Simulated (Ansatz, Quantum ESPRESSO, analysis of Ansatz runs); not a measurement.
# Migration in Na2WO4 (Fd-3m): V_Na hop (3.2 Å), charge −1, part 3 of 3

Aim: the barrier of one jump in Na2WO4 (Fd-3m) at charge −1: V_Na hop (3.2 Å). The model is a cell of 56 host atoms with 1 Na taken out; Na is the atom that moves.

Ansatz 0.2.0; plane-wave PAW DFT, PBEsol; nudged elastic band between two relaxed defect structures at fixed charge in a uniform background.

So far, barrier forward (eV): step 4 (nudged elastic band, charge −1) 0.528.

### 5. Single point at the start point, PBEsol, denser k-mesh

Three single points on a mesh of more k-points (start, top, end) test the sampling. The start is shown; top and end are run alike.

This step: plane-wave PAW DFT, PBEsol; single point of a defect supercell on a structure of the PBEsol path.

qm1.start.mesh/input.yaml

```yaml
crystal:
  lattice:
    - [9.1091061, 0.0, 0.0]
    - [0.0, 9.1091061, 0.0]
    - [0.0, 0.0, 9.1091061]
  atoms:
    - { symbol: Na, position: [0.11500262, 0.36925578, 0.38570513] }
    - { symbol: Na, position: [0.1238184, 0.87476554, 0.87381473] }
[... 5 atom lines left out ...]
    - { symbol: Na, position: [0.86980293, 0.61434636, 0.38573109] }
[... 4 atom lines left out ...]
    - { symbol: Na, position: [0.1149837, 0.61439056, 0.63084694] }
[... 2 atom lines left out ...]
    - { symbol: W, position: [0.25879601, 0.24708339, 0.75302511] }
[... 1 atom line left out ...]
    - { symbol: W, position: [0.74768967, 0.24709909, 0.24185012] }
[... 1 atom line left out ...]
    - { symbol: W, position: [0.00305026, -0.00869395, 0.4976855] }
[... 6 atom lines left out ...]
    - { symbol: O, position: [0.86173519, 0.65067908, 0.63890972] }
    - { symbol: O, position: [0.15127415, 0.36116687, 0.63892435] }
[... 4 atom lines left out ...]
    - { symbol: O, position: [0.13712625, 0.63652256, 0.36352954] }
[... 4 atom lines left out ...]
    - { symbol: O, position: [0.86178492, 0.36119037, 0.34934356] }
[... 3 atom lines left out ...]
    - { symbol: O, position: [0.88894369, 0.09883085, 0.61176013] }
[... 5 atom lines left out ...]
    - { symbol: O, position: [0.11473612, 0.10906187, 0.38602273] }
[... 6 atom lines left out ...]
    - { symbol: O, position: [0.88864588, 0.87954779, 0.38337519] }
total_charge: -1
basis:
  ecutwfc: 420
  xc_grid: 2
hamiltonian:
  xc: pbesol
kpoints:
  mp_grid: { grid: [2, 2, 2], shift: [0.5, 0.5, 0.5] }
scf:
  occupations: { method: fixed }
  max_iter: 120
output:
  forces: true
  eigenvalues: true
checkpoint:
  write: "../qm1.start.mesh.run"
  compress: false
  write_wavefunctions: false
  write_every: 100000
```

Launch:

```
> ansatz run input.yaml --threads 16 --pin off --max-ram 26378MiB --backend cpu --events-out ev --progress --plain --runs-dir out
```

Numbers of over 12 decimals in the logs are rounded to 6 here.

Log:

```text
[...]
Crystal: 55 atoms, lattice volume = 755.835 Å³
Basis set: ecut = 420 eV, 14771 PW (Γ), exchange–correlation on 128×128×128 points (8 copies of the dense FFT grid, shifted against one another)
Bands: 275, of which v1, the nominal top of the filled ones, is band 220 counted from 1 (219 counted from 0)
Symmetry: 1 space group operations
[...]
k-points: 4 of 8 (time reversal used)
[...]
SCF iter   1: F=—  HF=-122168.629023 eV  |F-HF|=—  |Δ(HF+E_count)|=         —  Δρ=1.75e-2  dr2=2.07e0  ethr=1.77e-3  ⟨swp⟩=5.0  Hψ=3487  notcnv=0  defer=159
[...]
SCF iter   3: F=—  HF=-122168.130087 eV  |F-HF|=—  |Δ(HF+E_count)|=   8.10e-2  Δρ=2.01e-3  dr2=3.51e-2  ethr=8.76e-5  ⟨swp⟩=2.0  Hψ=1412  notcnv=0  defer=132
[...]
E sigma→0 (E₀):  -122168.125206 eV
Fermi energy:    4.159753 eV
[...]
--- Forces (eV/Å), atoms counted from 1 ---
  atom   1  Na    -0.00037268    -0.00129321     0.00041813
  atom   2  Na     0.00074057    -0.00003247     0.00074184
  [... 5 atoms left out ...]
  atom   8  Na    -0.00042981     0.00106235    -0.00001482
  [... 4 atoms left out ...]
  atom  13  Na    -0.00012310     0.00017801     0.00173979
  [... 4 atoms left out ...]
  atom  18  W     -0.00590588    -0.00553140     0.00435760
  [... 8 atoms left out ...]
  atom  27  O      0.00078408     0.00174443     0.00095688
  atom  28  O      0.00110320     0.00048024     0.00083386
  [... 4 atoms left out ...]
  atom  33  O      0.00498043     0.00456689    -0.00222726
  [... 4 atoms left out ...]
  atom  38  O      0.00244142     0.00195643     0.00266486
  [... 3 atoms left out ...]
  atom  42  O     -0.00063428    -0.00089632    -0.00059068
  [... 5 atoms left out ...]
  atom  48  O     -0.00205666    -0.00260186    -0.00027803
  [... 7 atoms left out ...]
  max |Σ_I F_I| component: 4.62e-5 eV/Å
--- Band table (eV) ---
[...]
[... further k-points left out ...]
[key lines of the parts left out:]
SCF converged after 10 iterations
Free energy (F): -122168.125206 eV
```

It took 19 s on 16 threads of Arm Neoverse N1, shared host; peak memory 3.9 GiB.

This step gave:

* free energy: -122168.1252 eV

### 6. Barrier from single points, PBEsol, denser k-mesh

Analysis of the runs above: barrier from PBEsol single points on the PBEsol path.

It gives:

```
barrier forward  : 0.5278 eV
barrier backward : 0.5278 eV
end less start   : -1.29e-5 eV
```

This gives 0.528 eV against the band's 0.528 eV (backward 0.528 against 0.528 eV). This mesh holds only the band's own point and its sign variants, so it tests the average over those and no finer sampling.

### 7. Single point at the start point, LDA

Three single points with LDA show how much the barrier depends on that choice; lattice and path are kept. The start is shown; top and end are run alike.

This step: plane-wave PAW DFT, LDA; single point of a defect supercell on a structure of the PBEsol path.

qm1.start.lda/input.yaml, as its differences from qm1.start.mesh/input.yaml of step 5:

```diff
@@ -36,5 +36,5 @@
 hamiltonian:
-  xc: pbesol
+  xc: lda
 kpoints:
-  mp_grid: { grid: [2, 2, 2], shift: [0.5, 0.5, 0.5] }
+  mp_grid: { grid: [1, 1, 1], shift: [0.25, 0.25, 0.25] }
 scf:
@@ -46,3 +46,3 @@
 checkpoint:
-  write: "../qm1.start.mesh.run"
+  write: "../qm1.start.lda.run"
   compress: false
```

Log:

```text
[...]
Crystal: 55 atoms, lattice volume = 755.835 Å³
Basis set: ecut = 420 eV, 14771 PW (Γ), exchange–correlation on 128×128×128 points (8 copies of the dense FFT grid, shifted against one another)
Bands: 275, of which v1, the nominal top of the filled ones, is band 220 counted from 1 (219 counted from 0)
Symmetry: 1 space group operations
[...]
k-points: 1
[...]
SCF iter   1: F=—  HF=-120837.437320 eV  |F-HF|=—  |Δ(HF+E_count)|=         —  Δρ=2.12e-2  dr2=3.04e0  ethr=1.77e-3  ⟨swp⟩=5.0  Hψ=872  notcnv=0  defer=40
[...]
SCF iter  10: F=-120836.618288 eV  HF=-120836.618288 eV  |F-HF|=8.29e-9  |Δ(HF+E_count)|=   2.15e-7  Δρ=2.90e-6  dr2=8.40e-8  ethr=2.27e-11  ⟨swp⟩=11.0  Hψ=1070  notcnv=0
SCF 1 converged in 10 iterations: F = -120836.618288 eV  dr2 = 8.40e-8
[...]
SCF converged after 10 iterations
Free energy (F): -120836.618288 eV
[...]
Internal energy: -120836.618288 eV  (E = F + TS)
E sigma→0 (E₀):  -120836.618288 eV
Fermi energy:    3.875161 eV
[...]
--- Forces (eV/Å), atoms counted from 1 ---
  atom   1  Na     0.00458971    -0.01106849    -0.00464979
  atom   2  Na     0.00152078     0.00006820     0.00156179
  [... 5 atoms left out ...]
  atom   8  Na    -0.01028819     0.00590078    -0.00506332
  [... 4 atoms left out ...]
  atom  13  Na     0.00477868     0.00505175     0.01150276
  [... 4 atoms left out ...]
  atom  18  W      0.01542219     0.01579141     0.02121580
  [... 8 atoms left out ...]
  atom  27  O     -0.12550374     0.20903240     0.12469325
  atom  28  O      0.20839250    -0.12576583     0.12466308
  [... 4 atoms left out ...]
  atom  33  O      0.13919571     0.13872501    -0.13974257
  [... 4 atoms left out ...]
  atom  38  O     -0.12601719    -0.12638400    -0.20837028
  [... 3 atoms left out ...]
  atom  42  O      0.12568951    -0.20819051    -0.12440188
  [... 5 atoms left out ...]
  atom  48  O     -0.12032789    -0.12967021     0.12057516
  [... 7 atoms left out ...]
  max |Σ_I F_I| component: 8.30e-6 eV/Å
--- Band table (eV) ---
[...]
```

Run time: 6.4 s. Hardware: 16 threads; peak memory 1.4 GiB.

This step gave:

```yaml
free_energy: -120836.6183 eV
```

### 8. Barrier from single points, LDA

Analysis of the runs above: barrier from LDA single points on the PBEsol path.

It gives:

| Item | Value |
| --- | --- |
| barrier forward | 0.4706 eV |
| barrier backward | 0.4704 eV |
| end less start | 2.40e-4 eV |

This gives 0.471 eV against the band's 0.528 eV.

### 9. Single point at the start point, r2SCAN

Three single points with a meta-GGA, at its higher cutoff of 500 eV, show what it does to the barrier on the path found. The start is shown; top and end are run alike.

This step: plane-wave PAW DFT, r2SCAN; single point of a defect supercell on a structure of the PBEsol path.

qm1.start.r2scan/input.yaml, as its differences from qm1.start.lda/input.yaml of step 7:

```diff
@@ -33,6 +33,6 @@
 basis:
-  ecutwfc: 420
+  ecutwfc: 500
   xc_grid: 2
 hamiltonian:
-  xc: lda
+  xc: r2scan
 kpoints:
@@ -46,3 +46,3 @@
 checkpoint:
-  write: "../qm1.start.lda.run"
+  write: "../qm1.start.r2scan.run"
   compress: false
```

Log:

```text
[...]
Crystal: 55 atoms, lattice volume = 755.835 Å³
Basis set: ecut = 500 eV, 19213 PW (Γ), exchange–correlation on 144×144×144 points (8 copies of the dense FFT grid, shifted against one another)
Bands: 275, of which v1, the nominal top of the filled ones, is band 220 counted from 1 (219 counted from 0)
Symmetry: 1 space group operations
[...]
k-points: 1
[...]
SCF iter   1: F=—  HF=-123740.020378 eV  |F-HF|=—  |Δ(HF+E_count)|=         —  Δρ=7.46e-3  dr2=5.21e-1  dr2_τ=2.97e0  ethr=1.77e-3  ⟨swp⟩=5.0  Hψ=872  notcnv=0  defer=39
[...]
SCF iter  10: F=-123740.605018 eV  HF=-123740.605018 eV  |F-HF|=2.78e-8  |Δ(HF+E_count)|=   8.56e-8  Δρ=1.95e-6  dr2=3.94e-8  dr2_τ=3.47e-9  ethr=2.27e-11  ⟨swp⟩=10.0  Hψ=1142  notcnv=0
SCF 1 converged in 10 iterations: F = -123740.605018 eV  dr2 = 3.94e-8
[...]
SCF converged after 10 iterations
Free energy (F): -123740.605018 eV
[...]
Internal energy: -123740.605018 eV  (E = F + TS)
E sigma→0 (E₀):  -123740.605018 eV
Fermi energy:    3.809878 eV
[...]
--- Forces (eV/Å), atoms counted from 1 ---
  atom   1  Na     0.00577052     0.00592595    -0.00625981
  atom   2  Na     0.00351816     0.00012183     0.00353015
  [... 5 atoms left out ...]
  atom   8  Na     0.00676036     0.00773119    -0.00673527
  [... 4 atoms left out ...]
  atom  13  Na     0.00605201     0.00677915    -0.00551457
  [... 4 atoms left out ...]
  atom  18  W      0.03444194     0.03483695     0.06287616
  [... 8 atoms left out ...]
  atom  27  O     -0.09721915     0.09949361     0.09713820
  atom  28  O      0.09875278    -0.09731160     0.09701822
  [... 4 atoms left out ...]
  atom  33  O      0.08291929     0.08229081    -0.08222363
  [... 4 atoms left out ...]
  atom  38  O     -0.09735277    -0.09759981    -0.09761844
  [... 3 atoms left out ...]
  atom  42  O      0.09712188    -0.09854865    -0.09702521
  [... 5 atoms left out ...]
  atom  48  O     -0.06765112    -0.08137211     0.06681207
  [... 7 atoms left out ...]
  max |Σ_I F_I| component: 4.95e-3 eV/Å
--- Band table (eV) ---
[...]
```

The job ended after 12 s (16 threads; peak memory 2.1 GiB).

Read from the output:

| Property | Result |
| --- | --- |
| free energy | -123740.6050 eV |

### 10. Barrier from single points, r2SCAN

Analysis of the runs above: barrier from r2SCAN single points on the PBEsol path.

It gives:

```
barrier forward  : 0.5875 eV
barrier backward : 0.5875 eV
end less start   : 5.95e-5 eV
```

This gives 0.588 eV against the band's 0.528 eV.

### 11. What came out

| Property | Result |
| --- | --- |
| barrier forward | 0.53 eV |
| barrier backward | 0.53 eV |
| end less start | 0.00 eV |
| hop length | 2.95 Å |
| band iterations, as the log counts them | 7 |
| barrier from single points, PBEsol, denser k-mesh | 0.53 eV |
| barrier from single points, LDA | 0.47 eV |
| barrier from single points, r2SCAN | 0.59 eV |

**Reading.** The top of the band lies 0.53 eV above the start and 0.53 eV above the end, which are alike in energy and neighbours. With an assumed prefactor of 1e13 per second it gives one hop a second along this one path at about 200 K; whether such hops link up through the crystal wasn't checked. At the top Na1 stands 2.12 Å from its nearest O, 0.21 Å closer than at the start. Across functionals on this path (PBEsol 0.528, LDA 0.471 and r2SCAN 0.588 eV) the forward values spread by 0.117 eV. The order of the top as a saddle was not checked for all atoms, so a bent path could be lower. No image-charge correction is applied; it largely cancels along a path if the charge stays localised alike. Limits: one k-point off the zone centre stands for the whole zone; spin–orbit coupling, which can matter with heavy atoms, is left out.

[Logs are printed without paths, hosts, clocks, repeated set-up lines and the standing remarks that a program may print on its own settings, such as how far it seeks lower states.]

[Hosts, paths, dates, database ids (printed as entryN), source tags and the programs' standing remarks are cut or masked in the printed files.]
